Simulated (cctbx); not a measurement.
**Ca2ZrSnS6 with cctbx, script by script**

Library: cctbx 2025.11.

## 1. Energy scan

run.py:

```python
from cctbx import adptbx, crystal, miller, xray
from cctbx.array_family import flex
from cctbx.eltbx import sasaki

cs = crystal.symmetry(unit_cell=(9.715, 9.715, 9.715, 90, 90, 90), space_group_symbol='Hall: -F 4 2 3')  # Fm-3m
atoms = [  # label, site, U (iso, or U11 U22 U33 U12 U13 U23 in A^2), occupancy
    ("Sn1", (0, 0, 0), (0.0092, 0.0092, 0.0092, 0.0000, 0.0000, 0.0000), 1),
    ("Zr1", (0.5, 0, 0), (0.0072, 0.0072, 0.0072, 0.0000, 0.0000, 0.0000), 1),
    ("Ca1", (0.25, 0.25, 0.75), (0.0096, 0.0096, 0.0096, 0.0000, -0.0000, 0.0000), 1),
    ("S1", (0, 0, 0.7577), (0.0165, 0.0165, 0.0142, 0.0000, 0.0000, 0.0000), 1),
]
xs = xray.structure(crystal_symmetry=cs)
for label, site, u, occ in atoms:
    u = adptbx.u_cif_as_u_star(cs.unit_cell(), u) if isinstance(u, tuple) else u
    xs.add_scatterer(xray.scatterer(label, site=site, u=u, occupancy=occ))
hkl = [(0, 0, 4), (3, 1, 3), (1, 3, 1), (1, 1, 1)]
ms = miller.set(cs, flex.miller_index(hkl + [tuple(-v for v in h) for h in hkl]), anomalous_flag=True)
print("E (eV)    f'(Zr)   f''   " + "".join("%16s" % ("|F|" + " ".join(map(str, h))) for h in hkl))
for e in [17398, 17748, 17878, 17938, 17968, 17983, 17990, 17994, 18002, 18006, 18013, 18028, 18058, 18148, 18398]:
    xs.set_inelastic_form_factors(12398.42 / e, "sasaki")
    t = sasaki.table("Zr").at_ev(e)
    f = flex.abs(ms.structure_factors_from_scatterers(xs, algorithm="direct").f_calc().data())
    n = len(hkl)
    print("%7.0f %7.2f %6.2f  " % (e, t.fp(), t.fdp()) + "".join("%9.1f/%6.1f" % (f[k], f[k + n]) for k in range(n)))
```

```console
$ python run.py
```

```text
E (eV)    f'(Zr)   f''           |F|0 0 4        |F|3 1 3        |F|1 3 1        |F|1 1 1
  17398   -2.97   0.56      623.0/ 623.0     21.4/  21.4     39.7/  39.7     65.3/  65.3
  17748   -3.77   0.54      619.6/ 619.6     24.3/  24.3     42.7/  42.7     68.3/  68.3
  17878   -4.47   0.54      616.8/ 616.8     26.9/  26.9     45.4/  45.4     71.0/  71.0
  17938   -5.15   0.53      614.1/ 614.1     29.5/  29.5     48.0/  48.0     73.7/  73.7
  17968   -5.83   0.53      611.4/ 611.4     32.2/  32.2     50.7/  50.7     76.4/  76.4
  17983   -6.51   0.53      608.7/ 608.7     34.8/  34.8     53.3/  53.3     79.1/  79.1
  17990   -7.11   0.53      606.4/ 606.4     37.1/  37.1     55.7/  55.7     81.5/  81.5
  17994   -7.75   0.53      603.9/ 603.9     39.6/  39.6     58.2/  58.2     84.0/  84.0
  18002   -8.20   3.73      602.5/ 602.5     42.3/  42.3     60.6/  60.6     86.2/  86.2
  18006   -7.30   3.73      606.0/ 606.0     38.9/  38.9     57.1/  57.1     82.7/  82.7
  18013   -6.60   3.73      608.8/ 608.8     36.2/  36.2     54.4/  54.4     79.9/  79.9
  18028   -5.85   3.72      611.6/ 611.6     33.5/  33.5     51.5/  51.5     77.0/  77.0
  18058   -5.12   3.71      614.5/ 614.5     30.7/  30.7     48.7/  48.7     74.0/  74.0
  18148   -4.15   3.67      618.2/ 618.2     27.1/  27.1     44.9/  44.9     70.1/  70.1
  18398   -3.15   3.58      621.9/ 621.9     23.3/  23.3     40.9/  40.9     66.1/  66.1
```

Run time: 0.42 s on 1 thread of Arm Neoverse N1 (shared host), peak memory 0.07 GiB.

[Logs are printed without paths, hosts, clocks, repeated set-up lines and the standing remarks that a program may print on its own settings, such as how far it seeks lower states.]
